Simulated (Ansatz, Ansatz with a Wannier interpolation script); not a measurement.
Entries from a set of simulations; values are calculated unless marked as measured.

```
G0W0 band structure of AlH3 (R-3c)
1.0
     2.22465    1.28440    3.93457
    -2.22465    1.28440    3.93457
     0.00000   -2.56880    3.93457
Al H
2 6
Direct
  0.00000 0.00000 0.00000
  0.50000 0.50000 0.50000
  0.87800 0.62200 0.25000
  0.25000 0.87800 0.62200
  0.62200 0.25000 0.87800
  0.12200 0.37800 0.75000
  0.75000 0.12200 0.37800
  0.37800 0.75000 0.12200
# method: DFT, LDA, plane waves, PAW (and 3 further levels or steps)
# program: Ansatz 0.2.0 and Ansatz with a Wannier interpolation script 0.2.0
# settings of one run: cutoff 420 eV, 4×4×4 k-mesh, smearing width 0.02 eV, default PAW
# notes: The cell and positions come from the Crystallography Open Database and are kept as given unless a step says otherwise. Bands and cutoff are finite, so the gap is not at the basis limit. The miss can reach some tenths of an eV and take either sign; the mesh is an error of its own. Above the frozen window of the model the interpolated levels need not meet the computed ones, even at points of the mesh.
# LDA gap: 1.93 eV
# G0W0 gap over the zone: 4.18 eV, indirect
# least direct G0W0 gap, in the model: 4.30 eV
# GW settings: 4×4×4 mesh, 281 empty bands, screening to 150 eV
# known limits: not at the basis limit
```

[Paths, hosts, dates, memory and timing lines, banners, echoed tables and standing remarks are left out of the program output.]

[Logs are printed without paths, hosts, clocks, repeated set-up lines and the standing remarks that a program may print on its own settings, such as how far it seeks lower states.]

[Runs of the session that timed out or met a known fault of the program may be left out.]

[Hosts, paths, dates, database ids (printed as entryN), source tags and the programs' standing remarks are cut or masked in the printed files.]
